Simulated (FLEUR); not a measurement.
**CeAg: parallel and opposed starts**

A self-consistent run ends on one state, which hangs on the start. Several orders of CeAg are started in FLEUR and their energies compared.

Method: LDA (VWN) with U = 5.5 eV, J = 0.7 eV on Ce f; all-electron FLAPW, Dirac cores, scalar-relativistic bands, in FLEUR MaX-R8.1.

## (1) The starting structure

The structure is cubic, space group Pm-3m (No. 221). The conventional cell has a = 3.780 Å, b = 3.780 Å, c = 3.780 Å, α = 90.00°, β = 90.00°, γ = 90.00°. Ce has 8 Ag at 3.27 Å nearest. Ag has 8 Ce at 3.27 Å nearest. Farther neighbours are not listed.

## (2) Order 1, typed as ferro +

The parallel start is the test of whether parallel moments hold. A Hubbard U acts on the open shell, since semilocal functionals spread its electrons too much.

The file n_mmp_mat seeds the f occupations with whole cubic orbitals by Hund's first rule, so that the U acts from the first pass. inpgen writes inp.xml from crystal.txt; cutoffs, mixing, functional, smearing and local orbitals are then set in the file. The k list default-1 (kpts.xml, not shown) is a Γ-centred 6×6×6 mesh; where the ranks do not divide the number of points, some are split in two of half the weight.

File inp.xml:

```
<?xml version="1.0" encoding="UTF-8" standalone="no"?>
<fleurInput fleurInputVersion="0.39">
   <comment>
      CeAg
   </comment>
   <calculationSetup>
      <cutoffs Kmax="3.6" Gmax="10.8" GmaxXC="10.8" numbands="0"/>
      <scfLoop itmax="130" minDistance="0.0001" maxIterBroyd="15" imix="Anderson" alpha="0.05" precondParam="0.0" spinf="2.0" sdNocoIR="T"/>
      <coreElectrons ctail="T" frcor="F" kcrel="0" coretail_lmax="0"/>
      <xcFunctional name="vwn" relativisticCorrections="F"/>
      <magnetism jspins="2"/>
      <soc l_soc="F" theta="0.0" phi="0.0" spav="F"/>
      <expertModes spex="0" secvar="F"/>
      <geometryOptimization l_f="F" forcealpha="1.0" forcemix="BFGS" epsdisp="0.00001" epsforce="0.00001"/>
      <ldaU l_linMix="F" mixParam="0.05" spinf="1.0"/>
   </calculationSetup>
   <cell>
      <bzIntegration valenceElectrons="29.0" mode="hist" fermiSmearingEnergy="0.00110248">
         <kPointListSelection listName="default-1"/>
         <xi:include xmlns:xi="http://www.w3.org/2001/XInclude" href="kpts.xml"> </xi:include>
      </bzIntegration>
      <xi:include xmlns:xi="http://www.w3.org/2001/XInclude" href="sym.xml"> </xi:include>
      <bulkLattice scale="1.0">
         <bravaisMatrix>
            <row-1>    7.1431647509879994     0.0000000000000000     0.0000000000000000</row-1>
            <row-2>    0.0000000000000000     7.1431647509879994     0.0000000000000000</row-2>
            <row-3>    0.0000000000000000     0.0000000000000000     7.1431647509879994</row-3>
         </bravaisMatrix>
      </bulkLattice>
   </cell>
   <atomSpecies>
      <species name="Cerium (Ce1.001" element="Ce" atomicNumber="58">
         <mtSphere radius="2.8" gridPoints="925" logIncrement="0.014"/>
         <atomicCutoffs lmax="10" lnonsphr="8"/>
         <electronConfig flipSpins="F">
            <coreConfig>(1s1/2) (2s1/2) (2p1/2) (2p3/2) (3s1/2) (3p1/2) (3p3/2) (4s1/2) (3d3/2) (3d5/2) (4p1/2) (4p3/2) (4d3/2) (4d5/2)</coreConfig>
            <valenceConfig>(5s1/2) (5p1/2) (5p3/2) (6s1/2) (5d3/2) (5d5/2) (4f5/2) (4f7/2)</valenceConfig>
            <stateOccupation state="(5d3/2)" spinUp="0.2" spinDown="0.2"/>
            <stateOccupation state="(5d5/2)" spinUp="0.3005" spinDown="0.2995"/>
            <stateOccupation state="(4f5/2)" spinUp="0.4285714285714" spinDown="0.0"/>
            <stateOccupation state="(4f7/2)" spinUp="0.5714285714286" spinDown="0.0"/>
         </electronConfig>
         <energyParameters s="6" p="6" d="5" f="4"/>
         <ldaU l="3" U="5.5" J="0.7" l_amf="F"/>
         <lo type="SCLO" l="0" n="5" eDeriv="0"/>
         <lo type="SCLO" l="1" n="5" eDeriv="0"/>
      </species>
      <species name="Silver (Ag)" element="Ag" atomicNumber="47">
         <mtSphere radius="2.8" gridPoints="925" logIncrement="0.014"/>
         <atomicCutoffs lmax="10" lnonsphr="8"/>
         <electronConfig flipSpins="F">
            <coreConfig>(1s1/2) (2s1/2) (2p1/2) (2p3/2) (3s1/2) (3p1/2) (3p3/2) (4s1/2) (3d3/2) (3d5/2)</coreConfig>
            <valenceConfig>(4p1/2) (4p3/2) (5s1/2) (4d3/2) (4d5/2)</valenceConfig>
            <stateOccupation state="(5s1/2)" spinUp="0.500000" spinDown="0.500000"/>
         </electronConfig>
         <energyParameters s="5" p="5" d="4" f="4"/>
         <lo type="SCLO" l="1" n="4" eDeriv="0"/>
      </species>
   </atomSpecies>
   <atomGroups>
      <atomGroup species="Cerium (Ce1.001">
         <relPos label="                   1">1.000/2.000 1.000/2.000 1.000/2.000</relPos>
         <force calculate="T" relaxXYZ="TTT"/>
      </atomGroup>
      <atomGroup species="Silver (Ag)">
         <relPos label="                   2">.0000000000 .0000000000 .0000000000</relPos>
         <force calculate="T" relaxXYZ="TTT"/>
      </atomGroup>
   </atomGroups>
   <output dos="F" band="F" slice="F">
      <bandDOS minEnergy="-.5*Htr" maxEnergy="0.5*Htr" sigma="0.015" storeEVData="T"/>
      <plotting iplot="0" polar="F">
         <plot TwoD="T" vec1="  1.0  0.0  0.0" vec2="  0.0  1.0  0.0" vec3="  0.0  0.0  1.0" zero="  0.0  0.0  0.0" file="plot"/>
      </plotting>
      <moessbauerParams electricFieldGradient="F" isomerShift="F" coreHyperfine="F" valenceHyperfine="F"/>
   </output>
</fleurInput>
```

File crystal.txt:

```
CeAg
&input film=F cartesian=F /
3.78000000000  0.00000000000  0.00000000000
0.00000000000  3.78000000000  0.00000000000
0.00000000000  0.00000000000  3.78000000000
1.8897261246
1.0 1.0 1.0

2
58 0.50000000000  0.50000000000  0.50000000000 : 1.001
47 0.00000000000  0.00000000000  0.00000000000

&kpt div1=6 div2=6 div3=6 gamma=T /
```

The run is started by

```sh
> OMP_NUM_THREADS=1 inpgen -f crystal.txt > inpgen.log  # inp.xml is then edited as shown
> OMP_NUM_THREADS=1 mpirun -n 4 fleur_MPI > fleur.log
```

The program printed:

```text
Welcome to FLEUR        (www.flapw.de)
      MaX-Release 8.1          (www.max-centre.eu)

 ========== k-point set info ==========
 Selected k-point list: default-1
 k-point list type: mesh
 6 x 6 x 6
 Number of k points: 20

 ------------Calculation Setup---------------------------
 Number of MPI-tasks      :            4
 Number of PE/node        :            4
 Number of OMP-threads    :            1
 k-points in parallel     :            4
 pe's per k-point         :            1
 No of k-point loops      :            5
 Eigenvalue solver        :       lapack
 Number of basis functions:          316
 Approximate size of matrices (H+S) per k-point:         0.001 GB
 --------------------------------------------------------
 Iteration:     1   Distance:      20.28463037 me/bohr^3
 Iteration:     2   Distance:      18.42763413 me/bohr^3
 Iteration:     3   Distance:      11.52578982 me/bohr^3
 Iteration:     4   Distance:       9.02164145 me/bohr^3
 Iteration:     5   Distance:       1.33582096 me/bohr^3
 Iteration:     6   Distance:       0.69263789 me/bohr^3
 Iteration:     7   Distance:       0.57291464 me/bohr^3
 Iteration:     8   Distance:       0.08163119 me/bohr^3
 Iteration:     9   Distance:       0.05378791 me/bohr^3
 Iteration:    10   Distance:       0.01653196 me/bohr^3
 Iteration:    11   Distance:       0.00668403 me/bohr^3
 Iteration:    12   Distance:       0.00131382 me/bohr^3
 Iteration:    13   Distance:       0.00126928 me/bohr^3
 Iteration:    14   Distance:       0.00039257 me/bohr^3
 Iteration:    15   Distance:       0.00005724 me/bohr^3

 ********************************************************************
 Run finished successfully
 Stop message:
   all done
 ********************************************************************

--- out.xml (last complete iteration) ---
<iteration numberForCurrentRun="   15" overallNumber="   15">
         [... left out ...]
         <bandgap value="0.1060248287" units="eV"/>
         <sumValenceSingleParticleEnergies value="-11.7337839163" units="Htr"/>
         <FermiEnergy value="0.3122654990" units="Htr"/>
         <valenceDensity>
            <mtCharges spin="1">
               <mtCharge atomType="1" total="5.2983551" s="1.0564562" p="2.8515424" d="0.3903177" f="0.9982164"/>
               <mtCharge atomType="2" total="8.2269491" s="0.3720138" p="3.1936007" d="4.6544115" f="0.0051640"/>
            </mtCharges>
            <mtCharges spin="2">
               <mtCharge atomType="1" total="4.3033068" s="1.0549645" p="2.8454932" d="0.3727596" f="0.0283002"/>
               <mtCharge atomType="2" total="8.2297634" s="0.3762923" p="3.1893483" d="4.6580237" f="0.0046110"/>
            </mtCharges>
            <spinDependentCharge spin="1" total="15.0066189" interstitial="1.4813148" mtSpheres="13.5253042"/>
            <spinDependentCharge spin="2" total="13.9933811" interstitial="1.4603109" mtSpheres="12.5330702"/>
            <totalCharge value="29.0000000000"/>
         </valenceDensity>
         [... left out ...]
         <allElectronCharges>
            <spinDependentCharge spin="1" total="53.0066189" interstitial="1.4814608" mtSpheres="51.5251582"/>
            <spinDependentCharge spin="2" total="51.9933810" interstitial="1.4604586" mtSpheres="50.5329225"/>
            <totalCharge value="104.9999999743"/>
         </allElectronCharges>
         <magneticMomentsInMTSpheres units="muBohr">
            <globalMagMoment atomType="1" vec="0.00000   0.00000   0.99505"/>
            <localMagMoment atomType="1" vec="0.00000   0.00000   0.99505"/>
            <globalMagMoment atomType="2" vec="0.00000   0.00000  -0.00281"/>
            <localMagMoment atomType="2" vec="0.00000   0.00000  -0.00281"/>
         </magneticMomentsInMTSpheres>
         <moessbauerParams unitsHFF="kG" unitsIS="e/bohr^3" unitsEFG="Htr/bohr^2">
         </moessbauerParams>
         <totalEnergy value="   -14171.2849787380" units="Htr">
            <sumOfEigenvalues value="    -8646.1019420006">
               <coreElectrons value="-8634.3681580844"/>
               <valenceElectrons value="-11.7337839163"/>
            </sumOfEigenvalues>
            <densityCoulombPotentialIntegral value="-23243.4925344241"/>
            <densityEffectivePotentialIntegral value="-23705.3687093170"/>
            <chargeDenXCDenIntegral value="-348.2418116232"/>
            <FockExchangeEnergyValence value="0.0000000000"/>
            <FockExchangeEnergyCore value="0.0000000000"/>
            <atomTypeDependentContributions atomType="1">
               <electronNucleiInteractionDifferentMTs value="10775.7467309867"/>
               <MadelungTerm value="-31.4878511821"/>
            </atomTypeDependentContributions>
            <atomTypeDependentContributions atomType="2">
               <electronNucleiInteractionDifferentMTs value="6440.1380380007"/>
               <MadelungTerm value="-13.2743406357"/>
            </atomTypeDependentContributions>
            <dftUCorrection value="-0.0832935860"/>
            <tkbTimesEntropy value="0.0000757358"/>
            <freeEnergy value="-14171.2850544737"/>
            <extrapolationTo0K value="-14171.2850166059"/>
         </totalEnergy>
         <ldaUDensityMatrix>
            <densityMatrixFor spin="1" atomType="1" uIndex="1" l="3" U="5.50000000" J="0.70000000">
               (+0.00432,+0.00000) (+0.00000,+0.00000) (+0.00000,+0.00000) (+0.00000,+0.00000) (-0.00031,+0.00000) (+0.00000,+0.00000) (+0.00000,+0.00000)
               (+0.00000,+0.00000) (+0.48826,+0.00000) (+0.00000,+0.00000) (+0.00000,+0.00000) (+0.00000,+0.00000) (-0.48354,+0.00000) (+0.00000,+0.00000)
               (+0.00000,+0.00000) (+0.00000,+0.00000) (+0.00448,+0.00000) (+0.00000,+0.00000) (+0.00000,+0.00000) (+0.00000,+0.00000) (-0.00031,+0.00000)
               (+0.00000,+0.00000) (+0.00000,+0.00000) (+0.00000,+0.00000) (+0.00408,+0.00000) (+0.00000,+0.00000) (+0.00000,+0.00000) (+0.00000,+0.00000)
               (-0.00031,+0.00000) (+0.00000,+0.00000) (+0.00000,+0.00000) (+0.00000,+0.00000) (+0.00448,+0.00000) (+0.00000,+0.00000) (+0.00000,+0.00000)
               (+0.00000,+0.00000) (-0.48354,+0.00000) (+0.00000,+0.00000) (+0.00000,+0.00000) (+0.00000,+0.00000) (+0.48826,+0.00000) (+0.00000,+0.00000)
               (+0.00000,+0.00000) (+0.00000,+0.00000) (-0.00031,+0.00000) (+0.00000,+0.00000) (+0.00000,+0.00000) (+0.00000,+0.00000) (+0.00432,+0.00000)
            </densityMatrixFor>
            <densityMatrixFor spin="2" atomType="1" uIndex="1" l="3" U="5.50000000" J="0.70000000">
               (+0.00392,+0.00000) (+0.00000,+0.00000) (+0.00000,+0.00000) (+0.00000,+0.00000) (-0.00067,+0.00000) (+0.00000,+0.00000) (+0.00000,+0.00000)
               (+0.00000,+0.00000) (+0.00426,+0.00000) (+0.00000,+0.00000) (+0.00000,+0.00000) (+0.00000,+0.00000) (+0.00053,+0.00000) (+0.00000,+0.00000)
               (+0.00000,+0.00000) (+0.00000,+0.00000) (+0.00427,+0.00000) (+0.00000,+0.00000) (+0.00000,+0.00000) (+0.00000,+0.00000) (-0.00067,+0.00000)
               (+0.00000,+0.00000) (+0.00000,+0.00000) (+0.00000,+0.00000) (+0.00340,+0.00000) (+0.00000,+0.00000) (+0.00000,+0.00000) (+0.00000,+0.00000)
               (-0.00067,+0.00000) (+0.00000,+0.00000) (+0.00000,+0.00000) (+0.00000,+0.00000) (+0.00427,+0.00000) (+0.00000,+0.00000) (+0.00000,+0.00000)
               (+0.00000,+0.00000) (+0.00053,+0.00000) (+0.00000,+0.00000) (+0.00000,+0.00000) (+0.00000,+0.00000) (+0.00426,+0.00000) (+0.00000,+0.00000)
               (+0.00000,+0.00000) (+0.00000,+0.00000) (-0.00067,+0.00000) (+0.00000,+0.00000) (+0.00000,+0.00000) (+0.00000,+0.00000) (+0.00392,+0.00000)
            </densityMatrixFor>
         </ldaUDensityMatrix>
         <ldaUDensityMatrixConvergence>
            <distance spin="1" distance="0.000000"/>
            <distance spin="2" distance="0.000000"/>
         </ldaUDensityMatrixConvergence>
         <densityConvergence units="me/bohr^3">
            <chargeDensity spin="1" distance="0.0000305800"/>
            <chargeDensity spin="2" distance="0.0000301893"/>
            <overallChargeDensity distance="0.0000572371"/>
            <spinDensity distance="0.0000204200"/>
         </densityConvergence>
      </iteration>
```

Run time: 8.8 s. Hardware: 4 MPI ranks of Arm Neoverse V2, shared host; peak memory 0.22 GiB; 35 s of CPU time.

Read from the output:

| Property | Result |
| --- | --- |
| free energy | -385620.3112 eV |
| program's band gap on this mesh (in a metal only a level spacing) | 0.1060 eV |
| magnetization | 1.013 μB |
| final state | ferromagnetic |
| largest moment | 0.9950 μB |

After 15 cycles the largest moment stands at 0.995 μB.

(Continued in part 2 of 3.)

[Logs and program files are shortened in this print: banners, set-up blocks, solver, clock and traceback lines can be left out without a mark of their own.]

[Logs are printed without paths, hosts, clocks, repeated set-up lines and the standing remarks that a program may print on its own settings, such as how far it seeks lower states.]

[Hosts, paths, dates, database ids (printed as entryN), source tags and the programs' standing remarks are cut or masked in the printed files.]

[Where a cell is said to come from a database of computed structures, the database is the Materials Project.]
